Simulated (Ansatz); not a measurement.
**Molecular dynamics of random rock-salt alloy of NbC and TiC (64 atoms)**

Wanted: a short trajectory of random rock-salt alloy of NbC and TiC (64 atoms) with its pair distributions.

Method: Kohn-Sham DFT, PBE, PAW (set soft_2), plane waves, in Ansatz 0.2.0.

### 1. Set-up

The cell holds 64 atoms: 20 Nb, 32 C and 12 Ti. Its edges and angles: a = 8.834 Å, b = 8.834 Å, c = 8.834 Å, α = 90.0°, β = 90.0°, γ = 90.0°. It derives from NbC (rock-salt) and TiC, repeated 2×2×2. Rock-salt NbC, 2 x 2 x 2 conventional cells, 12 of 32 Nb sites given to Ti at random (x = 0.375), lattice by Vegard's rule (a = 4.417 Å); not relaxed, displaced by a Gaussian of 0.02 Å.

Limits known from the start: The host structure and its lattice constant were typed by rule, without a check against the phase diagram.

### 2. Dynamics started at 900 K

A Langevin thermostat couples each atom to a heat bath, at the price of damped dynamics. The time step is 1.0 fs.

The input, input.yaml:

```yaml
crystal:
  lattice:
    - [8.8336, 0.0, 0.0]
    - [0.0, 8.8336, 0.0]
    - [0.0, 0.0, 8.8336]
  atoms:
    - { symbol: Nb, position: [0.00199, 0.99924, 0.00135] }
    - { symbol: C, position: [0.25231, 0.00284, 0.999] }
    - { symbol: Nb, position: [0.99948, 0.25152, 0.2509] }
    - { symbol: C, position: [0.25247, 0.25115, 0.25301] }
    [... 54 atom lines left out ...]
    - { symbol: Ti, position: [0.4967, 0.74877, 0.75087] }
    - { symbol: C, position: [0.75345, 0.74982, 0.75156] }
    - { symbol: Ti, position: [0.75098, 0.49884, 0.75094] }
    - { symbol: C, position: [0.50068, 0.50038, 0.749] }
    - { symbol: Nb, position: [0.74997, 0.75794, 0.49974] }
    - { symbol: C, position: [0.50022, 0.74924, 0.50379] }
kpoints:
  mp_grid: { grid: [1, 1, 1] }
hamiltonian:
  xc: pbe
scf:
  occupations: { method: gaussian, width: 0.05 }
output:
  forces: true
md:
  timestep: 1.0
  n_steps: 57
  ensemble: nvt_langevin
  temperature: 900
  initial_velocities: maxwell_boltzmann
  seed: 2555
```

On the command line:

```sh
$ ansatz run input.yaml --threads 8 --pin off --max-ram 15872MiB --backend cpu --events-out ev --progress --plain --runs-dir out
```

Elapsed: 2.3 min, on 8 threads of Arm Neoverse V1, shared host; peak memory 1.1 GiB; 16 min of CPU time.

The program notes that it switched symmetry off.

The trajectory, sampled:

| time (fs) | T (K) | potential (meV/atom) |
| --- | --- | --- |
| 0.0 | 886 | 0.0 |
| 4.0 | 799 | 9.1 |
| 8.0 | 624 | 33.9 |
| 11.0 | 495 | 53.7 |
| 15.0 | 396 | 68.5 |
| 19.0 | 448 | 64.2 |
| 23.0 | 563 | 50.4 |
| 27.0 | 649 | 39.2 |
| 30.0 | 655 | 40.3 |
| 34.0 | 522 | 53.9 |
| 38.0 | 442 | 67.6 |
| 42.0 | 446 | 70.6 |
| 46.0 | 579 | 61.8 |
| 49.0 | 655 | 53.4 |
| 53.0 | 713 | 45.1 |
| 57.0 | 706 | 42.5 |

Mean square displacement from the first frame to the last: Nb 0.015 Å², C 0.013 Å², Ti 0.011 Å².

Mean square displacement against time lag:

| time lag (fs) | C (Å²) | Nb (Å²) | Ti (Å²) |
| --- | --- | --- | --- |
| 1.0 | 1.3e-4 | 1.4e-5 | 3.8e-5 |
| 2.0 | 5.0e-4 | 5.5e-5 | 1.5e-4 |
| 3.0 | 0.00111 | 1.2e-4 | 3.3e-4 |
| 4.0 | 0.00193 | 2.2e-4 | 5.8e-4 |
| 6.0 | 0.00415 | 4.8e-4 | 0.00126 |
| 8.0 | 0.00696 | 8.4e-4 | 0.00214 |
| 9.0 | 0.00854 | 0.00106 | 0.00265 |
| 10.0 | 0.0102 | 0.00129 | 0.00319 |
| 11.0 | 0.0119 | 0.00155 | 0.00375 |
| 12.0 | 0.0136 | 0.00182 | 0.00434 |
| 13.0 | 0.0154 | 0.00211 | 0.00495 |
| 16.0 | 0.0205 | 0.00305 | 0.00682 |
| 17.0 | 0.0221 | 0.00339 | 0.00744 |
| 18.0 | 0.0237 | 0.00373 | 0.00806 |
| 19.0 | 0.0252 | 0.00408 | 0.00866 |
| 20.0 | 0.0266 | 0.00444 | 0.00924 |
| 22.0 | 0.0292 | 0.00516 | 0.0103 |
| 23.0 | 0.0304 | 0.00552 | 0.0108 |
| 25.0 | 0.0325 | 0.00624 | 0.0117 |
| 26.0 | 0.0333 | 0.00660 | 0.0121 |
| 27.0 | 0.0341 | 0.00695 | 0.0124 |
| 29.0 | 0.0353 | 0.00765 | 0.0130 |

Over the second half of 57 fs the temperature averages 586 K with swings of 101 K r.m.s. From first frame to last Nb has the largest mean square displacement, 0.015 Å² at the end; the farthest move is 0.21 Å. The mean temperature of 586 K lies well off the 900 K of the input, so the thermostat hasn't yet brought the run to equilibrium. The run spans 0.06 ps, too short for its means to be equilibrium values.

### 3. Distances and neighbours late in the run

The g(r) is a mean over the second half; what follows it is taken at the last frame.

Density 6.79 g/cm³, 10.77 Å³ an atom.

Mean of 16 frames. g(r), total and by pair (bins of 0.2 Å):

| r (Å) | total | C-C | C-Nb | C-Ti | Nb-Nb | Nb-Ti | Ti-Ti |
| --- | --- | --- | --- | --- | --- | --- | --- |
| 1.90 | 0.05 | 0.00 | 0.06 | 0.20 | 0.00 | 0.00 | 0.00 |
| 2.10 | 2.62 | 0.00 | 4.73 | 6.08 | 0.00 | 0.00 | 0.00 |
| 2.30 | 2.46 | 0.00 | 5.42 | 4.12 | 0.00 | 0.00 | 0.00 |
| 2.50 | 0.14 | 0.00 | 0.26 | 0.30 | 0.00 | 0.00 | 0.00 |
| 2.70 | 0.00 | 0.00 | 0.00 | 0.00 | 0.00 | 0.00 | 0.00 |
| 2.90 | 0.49 | 1.12 | 0.00 | 0.00 | 0.28 | 1.34 | 0.65 |
| 3.10 | 3.79 | 7.36 | 0.00 | 0.00 | 7.64 | 8.12 | 7.15 |
| 3.30 | 1.00 | 2.06 | 0.00 | 0.00 | 2.33 | 1.45 | 2.37 |
| 3.50 | 0.05 | 0.01 | 0.07 | 0.10 | 0.00 | 0.00 | 0.00 |
| 3.70 | 0.90 | 0.00 | 1.84 | 1.75 | 0.00 | 0.00 | 0.00 |
| 3.90 | 1.32 | 0.00 | 2.65 | 2.60 | 0.00 | 0.00 | 0.00 |
| 4.10 | 0.08 | 0.02 | 0.12 | 0.22 | 0.00 | 0.00 | 0.00 |
| 4.30 | 0.58 | 1.12 | 0.00 | 0.00 | 1.17 | 1.20 | 1.29 |
| 4.50 | 0.71 | 1.45 | 0.01 | 0.00 | 1.47 | 1.37 | 1.25 |
| 4.70 | 0.37 | 0.05 | 0.62 | 0.79 | 0.04 | 0.01 | 0.20 |
| 4.90 | 2.79 | 0.00 | 5.69 | 5.42 | 0.00 | 0.00 | 0.00 |
| 5.10 | 1.11 | 0.07 | 2.08 | 2.23 | 0.13 | 0.05 | 0.24 |
| 5.30 | 1.61 | 3.21 | 0.04 | 0.01 | 3.06 | 3.35 | 2.94 |
| 5.50 | 1.82 | 3.62 | 0.00 | 0.00 | 3.73 | 3.66 | 3.46 |
| 5.70 | 0.06 | 0.14 | 0.00 | 0.00 | 0.03 | 0.13 | 0.14 |
| 5.90 | 0.00 | 0.00 | 0.00 | 0.00 | 0.02 | 0.00 | 0.00 |
| 6.10 | 0.39 | 0.80 | 0.00 | 0.00 | 0.68 | 0.93 | 0.56 |
| 6.30 | 0.92 | 1.77 | 0.04 | 0.12 | 1.56 | 2.03 | 1.36 |
| 6.50 | 1.18 | 0.06 | 2.34 | 2.16 | 0.13 | 0.08 | 0.03 |
| 6.70 | 1.69 | 0.08 | 3.29 | 3.29 | 0.02 | 0.10 | 0.22 |
| 6.90 | 1.29 | 2.38 | 0.19 | 0.29 | 2.58 | 2.19 | 1.97 |
| 7.10 | 1.10 | 1.72 | 0.41 | 0.47 | 1.58 | 1.97 | 1.82 |
| 7.30 | 1.29 | 0.04 | 2.58 | 2.47 | 0.01 | 0.05 | 0.05 |

Bonds by pair of elements; cutoffs follow the first minimum of g(r), held within bounds set by covalent radii, and pairs that aren't listed don't count as bonded:

| pair A-B | cutoff (Å) | bonds | mean length (Å) | spread (Å) | shortest (Å) | B about A | A about B |
| --- | --- | --- | --- | --- | --- | --- | --- |
| C-Nb | 2.81 | 120 | 2.22 | 0.073 | 2.01 | 3.75 | 6 |
| C-Ti | 2.77 | 72 | 2.20 | 0.084 | 2.03 | 2.25 | 6 |

How many atoms have how many bonded neighbours:

| element | mean | 6 |
| --- | --- | --- |
| C | 6 | 32 |
| Nb | 6 | 20 |
| Ti | 6 | 12 |

Bond angles (no mean is given where the spread exceeds 20°):

| angle | count | mean (°) | spread (°) |
| --- | --- | --- | --- |
| C-Nb-C | 300 | - | - |
| Nb-C-Ti | 228 | - | - |
| Nb-C-Nb | 186 | - | - |
| C-Ti-C | 180 | - | - |
| Ti-C-Ti | 66 | - | - |

For some of the pairs, g(r) has its first main peak near 3.12 Å (C-C), 2.21 Å (C-Nb), 2.18 Å (C-Ti), 3.14 Å (Nb-Nb), 3.11 Å (Nb-Ti) and 3.12 Å (Ti-Ti). By these cutoffs all C atoms have 6, all Nb atoms have 6 and all Ti atoms have 6 bonded neighbours.

### 4. Single point at the last frame

The last frame is solved once more, with the analyses that the dynamics left out.

The input, input.yaml:

```yaml
crystal:
  lattice:
    - [8.8336, 0.0, 0.0]
    - [0.0, 8.8336, 0.0]
    - [0.0, 0.0, 8.8336]
  atoms:
    - { symbol: Nb, position: [0.99266, 0.99149, 0.0038] }
    - { symbol: C, position: [0.24709, 0.00123, 0.00636] }
    - { symbol: Nb, position: [0.99871, 0.2448, 0.25058] }
    - { symbol: C, position: [0.2537, 0.2582, 0.24692] }
    [... 54 atom lines left out ...]
    - { symbol: Ti, position: [0.50866, 0.74627, 0.73989] }
    - { symbol: C, position: [0.75614, 0.74232, 0.76021] }
    - { symbol: Ti, position: [0.75769, 0.49549, 0.73585] }
    - { symbol: C, position: [0.50269, 0.5063, 0.74186] }
    - { symbol: Nb, position: [0.74591, 0.73812, 0.50891] }
    - { symbol: C, position: [0.49758, 0.74099, 0.49572] }
kpoints:
  mp_grid: { grid: [2, 2, 2] }
hamiltonian:
  xc: pbe
scf:
  occupations: { method: gaussian, width: 0.05 }
output:
  forces: true
  stress: true
  populations: intrinsic
  dos:
    method: { smearing: { sigma: 0.08 } }
    de: 0.1
    projected: { site_lists: { C: [C], Nb: [Nb], Ti: [Ti] } }
  eigenvalues: true
  write_density: true
  write_potential: true
  volumetric_format: npy
  elf: true
```

The job ended after 56 s (8 threads; peak memory 7.8 GiB; 7.2 min of CPU time).

Numbers from this run:

- free energy: -129109.0627 eV
- free energy per atom: -2017.3291 eV/atom
- SCF cycles: 8
- pressure: 6.048 GPa
- r.m.s. force component: 0.7911 eV/Å
- longest force: 3.124 eV/Å
- Fermi energy: 17.47 eV
- levels partly filled by over 2 per cent: 25

Length of the force by element:

| element | coordination | atoms | mean length of the force (eV/Å) | spread | least | most |
| --- | --- | --- | --- | --- | --- | --- |
| C | all | 32 | 1.33 | 0.481 | 0.556 | 2.47 |
| Nb | all | 20 | 1.24 | 0.635 | 0.297 | 3.12 |
| Ti | all | 12 | 1.12 | 0.400 | 0.443 | 1.69 |

Intrinsic-atomic-orbital charges by element:

| element | coordination | atoms | mean charge (e) | spread | least | most |
| --- | --- | --- | --- | --- | --- | --- |
| C | all | 32 | -0.715 | 0.0285 | -0.770 | -0.663 |
| Nb | all | 20 | 0.643 | 0.0203 | 0.609 | 0.681 |
| Ti | all | 12 | 0.833 | 0.0139 | 0.799 | 0.852 |

Charge against the make-up of the first shell:

| Nb neighbours of C | atoms | mean charge (e) |
| --- | --- | --- |
| 2 | 5 | -0.754 |
| 3 | 9 | -0.728 |
| 4 | 9 | -0.712 |
| 5 | 7 | -0.684 |
| 6 | 2 | -0.674 |

States in the cell by windows of 0.5 eV, zero at the Fermi level; the larger projections on atomic orbitals stand beside the total:

| from (eV) | to (eV) | total | C p | Nb d | Ti d |
| --- | --- | --- | --- | --- | --- |
| -10 | -9.5 | 2.4 | 0.0 | 0.1 | 0.1 |
| -9.5 | -9 | 0.1 | 0.0 | 0.0 | 0.0 |
| -9 | -7.5 | 0.0 | 0.0 | 0.0 | 0.0 |
| -7.5 | -7 | 1.0 | 0.4 | 0.3 | 0.1 |
| -7 | -6.5 | 2.1 | 0.9 | 0.7 | 0.1 |
| -6.5 | -6 | 8.9 | 3.9 | 3.0 | 0.6 |
| -6 | -5.5 | 13.4 | 6.2 | 4.5 | 0.9 |
| -5.5 | -5 | 16.2 | 8.1 | 5.0 | 1.1 |
| -5 | -4.5 | 15.8 | 8.5 | 4.9 | 1.0 |
| -4.5 | -4 | 37.2 | 18.3 | 13.5 | 3.3 |
| -4 | -3.5 | 35.1 | 17.4 | 10.9 | 5.2 |
| -3.5 | -3 | 26.7 | 12.4 | 8.1 | 5.3 |
| -3 | -2.5 | 19.5 | 9.9 | 4.1 | 4.7 |
| -2.5 | -2 | 8.7 | 3.9 | 2.1 | 2.5 |
| -2 | -1.5 | 3.4 | 1.7 | 1.1 | 0.5 |
| -1.5 | -1 | 7.1 | 4.0 | 1.8 | 1.1 |
| -1 | -0.5 | 2.9 | 1.2 | 1.0 | 0.6 |
| -0.5 | 0 | 15.4 | 4.8 | 6.7 | 3.4 |
| 0 | 0.5 | 14.9 | 4.4 | 6.0 | 3.7 |
| 0.5 | 1 | 9.8 | 1.0 | 4.6 | 4.0 |
| 1 | 1.5 | 13.8 | 2.2 | 5.8 | 5.4 |
| 1.5 | 2 | 33.9 | 5.2 | 13.4 | 14.0 |

The curve was stored every 0.10 eV, coarse against its broadening of 0.08 eV, so these counts are rough.

Between -26 and -10 eV lie 62 more states.

The stored curve holds about 277 of the 532 electrons; the rest, give or take the few that broadening carries across the Fermi level, lie in deeper levels below its range.

The levels nearest the highest filled one (over half full), pooled over k-points and spins:

| level less the highest filled one (eV) | occupation |
| --- | --- |
| -0.0145 | 1.41 |
| -0.0144 | 1.41 |
| -0.0058 | 1.23 |
| -0.002 | 1.15 |
| -9.0e-4 | 1.12 |
| 0 | 1.10 |
| 0.0089 | 0.902 |
| 0.0281 | 0.506 |
| 0.0402 | 0.313 |
| 0.046 | 0.241 |
| 0.0461 | 0.239 |
| 0.0493 | 0.205 |

Mean intrinsic-atomic-orbital charges: C -0.71, Nb +0.64, Ti +0.83 e. The charge on C changes by +0.021 e for each Nb neighbour that takes the place of another kind, on average.

### 5. Results

```yaml
mean_temperature_second_half: 585.5 K
temperature_swing_second_half: 101.2 K
free_energy_per_atom: -2017.3291 eV/atom
density: 6.786 g/cm³
pressure: 6.048 GPa
r_m_s_force_component: 0.7911 eV/Å
wall_time_of_the_2_dft_runs: 3.2 min
```

What this shows: Over the second half of 57 fs the temperature averages 586 K with swings of 101 K r.m.s. The mean temperature of 586 K lies well off the 900 K of the input, so the thermostat hasn't yet brought the run to equilibrium. The run spans 0.06 ps, too short for its means to be equilibrium values. By these cutoffs all C atoms have 6, all Nb atoms have 6 and all Ti atoms have 6 bonded neighbours. 25 levels are partly filled, by over 2 % (on the run's k-points): at this level the cell shows no clear gap.

Caveats: The dynamics ran on a 1×1×1 mesh and the single point on 2×2×2, so their forces and energies differ by that too. The pressure of 6.0 GPa is that of one thermal frame at a volume set beforehand, without the kinetic term.

[Logs are printed without paths, hosts, clocks, repeated set-up lines and the standing remarks that a program may print on its own settings, such as how far it seeks lower states.]

[Hosts, paths, dates, database ids (printed as entryN), source tags and the programs' standing remarks are cut or masked in the printed files.]
